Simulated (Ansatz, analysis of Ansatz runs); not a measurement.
# Substitutional B in diamond: charge-transition level, PBE, part 2 of 2

How near does this set-up come to the measured charge-transition level? Subject: substitutional B in diamond. Set-up: PBE, 64-site cell, measured lattice, 420 eV, k: the single point 1/4 1/4 1/4 then 2x2x2 shifted 0.5 0.5 0.5. The model is a cell of 64 host atoms with 1 C taken out and 1 B put in. The level is the Fermi energy at which two charge states have equal formation energy, after a correction for the images of the charge. The measured lattice removes the functional's error in the volume.

Ansatz 0.2.0; PBE, 64-site cell, measured lattice, 420 eV, k: the single point 1/4 1/4 1/4 then 2x2x2 shifted 0.5 0.5 0.5.

So far: The structure; Relaxation, charge 0.

### Step 3. Relaxation, charge −1

Level of this step: plane-wave PAW DFT, PBE; relaxation of all atoms of a defect supercell (Ansatz).

The input displaces the atoms at random before the relaxation, so that it can leave a symmetric saddle if there is one.

Contents of relax1/input.yaml:

```yaml
relax:
  f_tol: 0.02
  max_steps: 80
  random_displacement: { amplitude: 0.05, seed: 682 }
crystal:
  lattice:
    - [7.13348, 0.0, 0.0]
    - [0.0, 7.13348, 0.0]
    - [0.0, 0.0, 7.13348]
  atoms:
    - { symbol: C, position: [0.0, 0.0, 0.25] }
    - { symbol: C, position: [0.0, 0.25, 0.0] }
[... 1 atom line left out ...]
    - { symbol: C, position: [0.25, 0.25, 0.25] }
    - { symbol: C, position: [0.125, 0.125, 0.375] }
[... 1 atom line left out ...]
    - { symbol: C, position: [0.375, 0.125, 0.125] }
    - { symbol: B, position: [0.375, 0.375, 0.375] }
[... 6 atom lines left out ...]
    - { symbol: C, position: [0.375, 0.125, 0.625] }
[... 5 atom lines left out ...]
    - { symbol: C, position: [0.125, 0.625, 0.375] }
[... 1 atom line left out ...]
    - { symbol: C, position: [0.375, 0.625, 0.125] }
[... 3 atom lines left out ...]
    - { symbol: C, position: [0.25, 0.5, 0.5] }
[... 3 atom lines left out ...]
    - { symbol: C, position: [0.375, 0.625, 0.625] }
[... 10 atom lines left out ...]
    - { symbol: C, position: [0.5, 0.25, 0.5] }
[... 6 atom lines left out ...]
    - { symbol: C, position: [0.5, 0.5, 0.25] }
[... 3 atom lines left out ...]
    - { symbol: C, position: [0.625, 0.625, 0.375] }
[... 10 atom lines left out ...]
    - { symbol: C, position: [0.875, 0.875, 0.875] }
  host:
    repeats: [2, 2, 2]
    atoms:
      - { symbol: C, position: [0.0, 0.0, 0.5] }
      - { symbol: C, position: [0.0, 0.5, 0.0] }
      # ... 6 more atoms of the perfect host
total_charge: -1
basis:
  ecutwfc: 420
  xc_grid: 2
hamiltonian:
  xc: pbe
kpoints:
  mp_grid: { grid: [1, 1, 1], shift: [0.25, 0.25, 0.25] }
scf:
  occupations: { method: fermi_dirac, width: 0.01 }
  max_iter: 120
output:
  forces: true
  charged_corrections:
    epsilon: 5.84
    static_epsilon: 5.84
    defect_position: [0.375, 0.375, 0.375]
checkpoint:
  write: "../relax1.run"
  compress: false
  write_wavefunctions: true
  write_every: 100000
```

Run with:

```sh
$ ansatz run input.yaml --threads 2 --pin off --max-ram 3768MiB --backend cpu --events-out ev --progress --plain --runs-dir out
```

Numbers of over 12 decimals in the logs are rounded to 6 here.

Output:

```text
[...]
Crystal: 64 atoms, lattice volume = 362.998 Å³
Basis set: ecut = 420 eV, 7123 PW (Γ), exchange–correlation on 96×96×96 points (8 copies of the dense FFT grid, shifted against one another)
Bands: 192, of which v1, the nominal top of the filled ones, is band 128 counted from 1 (127 counted from 0)
Symmetry: 1 space group operations
k-points: 1
[...]
SCF iter   1: F=—  HF=-15938.571575 eV  |F-HF|=—  |Δ(HF+E_count)|=         —  Δρ=5.65e-3  dr2=2.02e-1  ethr=1.77e-3  ⟨swp⟩=6.0  Hψ=832  notcnv=0  defer=19
[...]
SCF iter   6: F=-15938.535224 eV  HF=-15938.535224 eV  |F-HF|=2.66e-8  |Δ(HF+E_count)|=   2.16e-6  Δρ=8.17e-6  dr2=1.95e-7  ethr=1.43e-9  ⟨swp⟩=2.0  Hψ=461  notcnv=0
SCF 1 converged in 6 iterations: F = -15938.535224 eV  dr2 = 1.95e-7
[...]
--- Relaxed structure (5 steps of the walk, 5 accepted, 0 SCFs on fresh bases) ---
  F+E_penalty+E_count = -15942.43791143 eV   max|allowed force component| = 7.845e-3 eV/Å
  atoms:
    - { symbol: C, position: [-0.000284, -0.000993, 0.249536] }
    - { symbol: C, position: [-0.000287, 0.249942, -0.001406] }
    [... 1 atom left out ...]
    - { symbol: C, position: [0.247303, 0.246595, 0.246204] }
    - { symbol: C, position: [0.124958, 0.124248, 0.373022] }
    [... 1 atom left out ...]
    - { symbol: C, position: [0.374126, 0.124254, 0.123862] }
    - { symbol: B, position: [0.375646, 0.374922, 0.374522] }
    [... 6 atoms left out ...]
    - { symbol: C, position: [0.376675, 0.124036, 0.624924] }
    [... 5 atoms left out ...]
    - { symbol: C, position: [0.124753, 0.625316, 0.375573] }
    [... 5 atoms left out ...]
    - { symbol: C, position: [0.246987, 0.502351, 0.501955] }
    [... 3 atoms left out ...]
    - { symbol: C, position: [0.374014, 0.625149, 0.624763] }
    [... 10 atoms left out ...]
    - { symbol: C, position: [0.503064, 0.246284, 0.501952] }
    [... 6 atoms left out ...]
    - { symbol: C, position: [0.503081, 0.502354, 0.245865] }
    [... 15 atoms left out ...]
[key lines of the parts left out:]
SCF converged after 5 iterations
Free energy (F): -15942.437911 eV
Fermi energy:    15.536070 eV
```

Run time: 30 s. Hardware: 2 threads of Arm Neoverse V1, shared host; peak memory 0.68 GiB.

The steps of the relaxation:

```csv
step,energy less that of the first step (eV),largest force component (eV/Å)
1,0.0000,3.5874
2,-3.1260,1.7590
3,-3.9006,0.1042
4,-3.9021,0.0720
5,-3.9027,0.0078
```

The atoms that moved most (Å, from the sites as typed, ahead of the random displacement, the mean shift of all atoms taken out):

```csv
atom,dx,dy,dz,length
C4,-0.021,-0.021,-0.021,0.037
C49,0.020,0.020,-0.024,0.037
C27,-0.024,0.020,0.020,0.037
C42,0.020,-0.023,0.020,0.037
C38,0.005,0.010,-0.004,0.012
C23,0.010,0.005,-0.004,0.012
C21,-0.004,0.005,0.010,0.012
C14,-0.004,0.010,0.005,0.012
```

Neighbours of B8 at the end:

```csv
atom,distance (Å)
C42,1.579
C27,1.580
C49,1.580
C4,1.586
C46,2.524
C53,2.524
C31,2.524
C37,2.528
C21,2.529
C15,2.529
C23,2.529
C38,2.529
C14,2.529
C7,2.529
C6,2.529
C5,2.529
```

Read from the output:

| Item | Value |
| --- | --- |
| free energy | -15942.4379 eV |

The relaxation ends 61 meV an atom lower than the displaced start, with a largest force component of 0.0078 eV/Å.

### Step 4. Single point, charge 0

The relaxed structure is kept, and the final numbers are taken at the final level and k-points.

This step: plane-wave PAW DFT, PBE; single point of a defect supercell.

Contents of point0/input.yaml:

```yaml
crystal:
  lattice:
    - [7.13348, 0.0, 0.0]
    - [0.0, 7.13348, 0.0]
    - [0.0, 0.0, 7.13348]
  atoms:
    - { symbol: C, position: [-7.4539e-05, -0.001271732, 0.249678334] }
    - { symbol: C, position: [-0.000185856, 0.249638898, -0.001300312] }
[... 1 atom line left out ...]
    - { symbol: C, position: [0.247559043, 0.246049923, 0.246437873] }
[... 3 atom lines left out ...]
    - { symbol: B, position: [0.37298016, 0.376529852, 0.3718644] }
[... 5 atom lines left out ...]
    - { symbol: C, position: [0.123950851, 0.376219523, 0.624991606] }
    - { symbol: C, position: [0.37516421, 0.125162164, 0.623846943] }
[... 5 atom lines left out ...]
    - { symbol: C, position: [0.124386872, 0.625308404, 0.374359751] }
[... 5 atom lines left out ...]
    - { symbol: C, position: [0.247709685, 0.501540641, 0.504057196] }
[... 3 atom lines left out ...]
    - { symbol: C, position: [0.374026487, 0.625393908, 0.624670423] }
[... 5 atom lines left out ...]
    - { symbol: C, position: [0.624962657, 0.125162688, 0.374048759] }
[... 4 atom lines left out ...]
    - { symbol: C, position: [0.505341924, 0.245320992, 0.504225481] }
[... 3 atom lines left out ...]
    - { symbol: C, position: [0.625395026, 0.374073344, 0.624279162] }
[... 2 atom lines left out ...]
    - { symbol: C, position: [0.50517098, 0.501537288, 0.246594113] }
[... 3 atom lines left out ...]
    - { symbol: C, position: [0.625783415, 0.625391136, 0.372911013] }
[... 10 atom lines left out ...]
    - { symbol: C, position: [0.875050282, 0.874859213, 0.873933423] }
  host:
    repeats: [2, 2, 2]
    atoms:
      - { symbol: C, position: [0.0, 0.0, 0.5] }
      - { symbol: C, position: [0.0, 0.5, 0.0] }
      # ... 6 more atoms of the perfect host
basis:
  ecutwfc: 420
  xc_grid: 2
hamiltonian:
  xc: pbe
kpoints:
  mp_grid: { grid: [2, 2, 2], shift: [0.5, 0.5, 0.5] }
magnetization:
  spin_polarized: true
  initial_magnetization: 1
  spin_locking: { lock_magnetization: hard }
scf:
  occupations: { method: fermi_dirac, width: 0.01 }
  max_iter: 120
output:
  forces: true
  charged_corrections:
    epsilon: 5.84
    static_epsilon: 5.84
    defect_position: [0.375, 0.375, 0.375]
  eigenvalues: true
checkpoint:
  read: "../relax0.run"
  write: "../point0.run"
  compress: false
  write_wavefunctions: true
  write_every: 100000
```

Output:

```text
[...]
Warning: the atoms were moved onto the symmetric positions of the space group found under crystal.symmetry.tolerance 1.0e-5 (fractional; [...]
Warning: checkpoint.read: the run can stay near the saved state's solution: 17 site(s) moved relative to the saved geometry (max |Δs| = 3.100e-6 fractional); [...]
[...]
Crystal: 64 atoms, lattice volume = 362.998 Å³
Basis set: ecut = 420 eV, 7123 PW (Γ), exchange–correlation on 96×96×96 points (8 copies of the dense FFT grid, shifted against one another)
Bands: 192, of which v1, the nominal top of the filled ones, is band 128 counted from 1 (127 counted from 0)
Symmetry: 2 space group operations
[...]
k-points: 3 of 8 (time reversal used)
[...]
Starting moments: Σ|m| = 1 μB on 64 of 64 sites; this step starts from the density that it was given
[...]
atom   2  C      0.02654263    -0.09299938     0.02654263
  [... 1 atom left out ...]
  atom   4  C     -0.12873467    -0.18081674    -0.12873467
  [... 3 atoms left out ...]
  atom   8  B      0.33524660    -0.08912120     0.33524660
  [... 6 atoms left out ...]
  atom  15  C      0.18450179    -0.12922275     0.11234978
  [... 5 atoms left out ...]
  atom  21  C      0.09583961    -0.07855866     0.19283325
  [... 5 atoms left out ...]
  atom  27  C     -0.14612393     0.18522195    -0.25262413
  [... 3 atoms left out ...]
  atom  31  C      0.05575074    -0.04198151     0.05725747
  [... 5 atoms left out ...]
  atom  37  C      0.11234978    -0.12922275     0.18450179
  [... 4 atoms left out ...]
  atom  42  C     -0.29856486     0.06101016    -0.29856486
  [... 3 atoms left out ...]
  atom  46  C      0.03342147     0.05534894     0.03342147
  [... 2 atoms left out ...]
  atom  49  C     -0.25262413     0.18522195    -0.14612393
  [... 15 atoms left out ...]
  max |Σ_I F_I| component: 2.91e-6 eV/Å
--- Band table (eV; the first three rows and the last of 6) ---
[...]
[... further k-points left out ...]
[key lines of the parts left out:]
SCF converged after 8 iterations
Magnetization: 1.0000 μB (128.0000 up, 127.0000 down)
Free energy (F): -15955.327274 eV
Fermi energy:    12.864435 (↑ 15.575892, ↓ 12.790613) eV
```

Wall time 60 s (2 threads); peak memory 1.1 GiB; 1.9 min of CPU time.

Read from the output:

| Property | Result |
| --- | --- |
| free energy | -15955.3273 eV |
| smearing term TS | 0.005102 eV |
| total moment | 1 μB |
| integral of the absolute spin density | 1.010 μB |
| spin contamination | 1.72e-4 |

### Step 5. Single point, charge −1

This step: plane-wave PAW DFT, PBE; single point of a defect supercell.

Contents of point1/input.yaml:

```yaml
crystal:
  lattice:
    - [7.13348, 0.0, 0.0]
    - [0.0, 7.13348, 0.0]
    - [0.0, 0.0, 7.13348]
  atoms:
    - { symbol: C, position: [-0.000284362, -0.000993321, 0.249535773] }
    - { symbol: C, position: [-0.000287391, 0.249942278, -0.001405858] }
[... 1 atom line left out ...]
    - { symbol: C, position: [0.247302543, 0.246594521, 0.246203533] }
    - { symbol: C, position: [0.124957529, 0.124247609, 0.373022196] }
[... 2 atom lines left out ...]
    - { symbol: B, position: [0.375646111, 0.374921569, 0.374521538] }
[... 5 atom lines left out ...]
    - { symbol: C, position: [0.124733454, 0.375962872, 0.624914231] }
    - { symbol: C, position: [0.376674635, 0.124036486, 0.624924344] }
[... 5 atom lines left out ...]
    - { symbol: C, position: [0.124753484, 0.625315513, 0.375573277] }
[... 5 atom lines left out ...]
    - { symbol: C, position: [0.24698692, 0.502350785, 0.501954858] }
[... 3 atom lines left out ...]
    - { symbol: C, position: [0.374013703, 0.625148629, 0.624763178] }
[... 10 atom lines left out ...]
    - { symbol: C, position: [0.503063839, 0.246283852, 0.501952379] }
[... 3 atom lines left out ...]
    - { symbol: C, position: [0.62586712, 0.373302872, 0.624738406] }
[... 2 atom lines left out ...]
    - { symbol: C, position: [0.50308131, 0.502353707, 0.24586517] }
[... 3 atom lines left out ...]
    - { symbol: C, position: [0.625872155, 0.625158792, 0.372882856] }
[... 10 atom lines left out ...]
    - { symbol: C, position: [0.875413072, 0.874683954, 0.874286735] }
  host:
    repeats: [2, 2, 2]
    atoms:
      - { symbol: C, position: [0.0, 0.0, 0.5] }
      - { symbol: C, position: [0.0, 0.5, 0.0] }
      # ... 6 more atoms of the perfect host
total_charge: -1
basis:
  ecutwfc: 420
  xc_grid: 2
hamiltonian:
  xc: pbe
kpoints:
  mp_grid: { grid: [2, 2, 2], shift: [0.5, 0.5, 0.5] }
scf:
  occupations: { method: fermi_dirac, width: 0.01 }
  max_iter: 120
output:
  forces: true
  charged_corrections:
    epsilon: 5.84
    static_epsilon: 5.84
    defect_position: [0.375, 0.375, 0.375]
  eigenvalues: true
checkpoint:
  read: "../relax1.run"
  write: "../point1.run"
  compress: false
  write_wavefunctions: true
  write_every: 100000
```

Output:

```text
[...]
Crystal: 64 atoms, lattice volume = 362.998 Å³
Basis set: ecut = 420 eV, 7123 PW (Γ), exchange–correlation on 96×96×96 points (8 copies of the dense FFT grid, shifted against one another)
Bands: 192, of which v1, the nominal top of the filled ones, is band 128 counted from 1 (127 counted from 0)
Symmetry: 1 space group operations
[...]
k-points: 4 of 8 (time reversal used)
[...]
SCF iter   6: F=-15942.430255 eV  HF=-15942.430255 eV  |F-HF|=1.60e-9  |Δ(HF+E_count)|=   9.47e-8  Δρ=2.15e-6  dr2=1.27e-8  ethr=3.91e-11  ⟨swp⟩=8.8  Hψ=2715  notcnv=0
SCF 1 converged in 6 iterations: F = -15942.430255 eV  dr2 = 1.27e-8
[...]
SCF converged after 6 iterations
Free energy (F): -15942.430255 eV
[...]
Internal energy: -15942.430255 eV  (E = F + TS)
E sigma→0 (E₀):  -15942.430255 eV
Fermi energy:    15.564978 eV
[...]
--- Forces (eV/Å), atoms counted from 1 ---
  atom   1  C      0.04762671     0.04585429     0.04932796
  atom   2  C      0.04706542     0.04829699     0.04791115
  [... 1 atom left out ...]
  atom   4  C      0.07473066     0.07266363     0.07324190
  atom   5  C     -0.07848721    -0.07721761    -0.04560197
  [... 2 atoms left out ...]
  atom   8  B     -0.12492362    -0.12083885    -0.12327868
  [... 5 atoms left out ...]
  atom  14  C     -0.04942599    -0.05443483    -0.07469067
  [... 6 atoms left out ...]
  atom  21  C     -0.05088763    -0.07339531    -0.05611017
  [... 5 atoms left out ...]
  atom  27  C      0.09804450     0.08902790     0.08999763
  [... 3 atoms left out ...]
  atom  31  C     -0.06813292    -0.04156861    -0.04488454
  [... 10 atoms left out ...]
  atom  42  C      0.09012658     0.09404010     0.08881825
  [... 3 atoms left out ...]
  atom  46  C     -0.04117803    -0.06871304    -0.03991077
  [... 2 atoms left out ...]
  atom  49  C      0.08771098     0.09032565     0.09669336
  [... 15 atoms left out ...]
  max |Σ_I F_I| component: 2.93e-5 eV/Å
--- Charged-cell corrections in eV (Makov–Payne, q = -1.000 e, ε = 5.840) ---
[...]
E_corr1          = +0.490357  (monopole, q²α_M/2εL)
[...]
--- Band table (eV) ---
[...]
[... further k-points left out ...]
```

It took 31 s on 2 threads; peak memory 0.98 GiB.

Read from the output:

- free energy: -15942.4303 eV

### Step 6. Charge-transition levels

A charged cell feels its images and has its own zero of potential; this step corrects both and places the level between the host's band edges.

This step: place-levels on PBE runs: charge-transition levels with image-charge correction and potential alignment at the atomic sites.

Contents of levels.yaml:

```yaml
host:
  run: host.point.run
states: [point0.run, point1.run]
geometry_from:
  point0.run: relax0.run
  point1.run: relax1.run
  host.point.run: host.relax.run
```

Run with:

```sh
$ ansatz place-levels levels.yaml -- --threads 2 --pin off --max-ram 3768MiB
```

Output:

```text
(0/-1) 0.016 eV beneath the valence edge, in the valence band
  edges by pbe, gap 4.087 eV; the host is sampled to repeats of 20.18 Å
  the defect's cells are sampled to repeats of 20.18 Å, like sampling
  charge 0: +0.000 eV for its dipole among its images, +0.000 omitted
  states[0] (point0.run): levels filled in part (TS 0.005 eV): its energy is of no whole electron's
  charge -1: -15941.9780 eV with its correction of +0.452 eV, at epsilon 5.84, aligned at sites: +0.0381 eV, mean over 35 atomic sites at or beyond 3.57 Å from the host's site at [0.3751, 0.3751, 0.3751] by the defect at [0.3750, 0.3750, 0.3750], with [...]
  of states[0] (point0.run): its alignment with the host at atomic sites is doubtful: the mean over the far sites moves by +0.0563 eV from their farther parts to their nearer, more than 0.05 eV. [...]
  of states[1] (point1.run): how wide its charge is, is not read beside other atoms or cores, and a band state would take no correction. [...]
```

Elapsed: 0.16 s, on 2 threads.

Numbers from this step:

```
gap : 4.087 eV
```

### Step 7. Results

```json
{
  "static dielectric constant used": "5.8",
  "band gap of the host": "4.09 eV",
  "(0/-1) level above the valence-band top": "-0.02 eV",
  "time of the whole chain": "4.2 min on 2 threads"
}
```

**Reading.** (0/-1) level above the valence-band top: computed -0.02 eV, measured 0.368 eV; 0.38 eV below the measurement. The computed level lies at or beyond a band edge, so this set-up gives no level clear of the bands. The level is counted in a gap of 4.09 eV, and the correction is screened by a dielectric constant of 5.8 from a linear-response run on the host (PBE). The bound state has a long tail, so in cells of 64 to 216 sites the impurity band still disperses by tenths of an eV and the level moves with cell and k-points. Levels hang on the band edges, which semilocal functionals place too close together. Limits: the periodic copies of the defect are only 7.1 Å apart.

[Logs are printed without paths, hosts, clocks, repeated set-up lines and the standing remarks that a program may print on its own settings, such as how far it seeks lower states.]

[Hosts, paths, dates, database ids (printed as entryN), source tags and the programs' standing remarks are cut or masked in the printed files.]

[For some hosts the program warned that the k-mesh of the response run may be too coarse for force constants and the static dielectric constant; such warnings are not shown here.]
